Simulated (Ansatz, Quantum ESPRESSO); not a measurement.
# 1T-PtSe2, 1 layer: the energy at a withheld member of a series

Method. Quantum ESPRESSO 7.5, PBE, GBRV ultrasoft. Cell and atoms are first relaxed; each strained cell is then held and the atoms relax in it. A periodic run with 15 Å of vacuum in the starting cell gives the vacuum levels, and bands follow along a path. The series steps biaxial strain. Energies count from the lowest.

| biaxial strain | energy (eV) |
| --- | --- |
| -4 % | 0.1169 |
| -3 % | 0.0656 |
| -2 % | 0.0291 |
| -1 % | 0.0074 |
| 1 % | 0.0065 |
| 2 % | 0.0264 |
| 3 % | 0.0591 |
| 4 % | 0.1041 |

**Question.** What is the energy at 0 %?

By hand: The rows at -1 % and 1 % give a slope of (0.0065 − (0.0074))/(1 − (−1)) = −0.00045, so a straight line gives 0.0069 eV. A parabola through these and the row at -2 % gives −0.0001 eV.

**The withheld run.** 0.0000 eV. The line misses by +0.0069 and the parabola by −0.0001 eV. The parabola does better.

Caveats: Semilocal gaps are too small; the 1×1 cell can't ripple over many cells under compression as a free sheet would. No spin-orbit coupling.
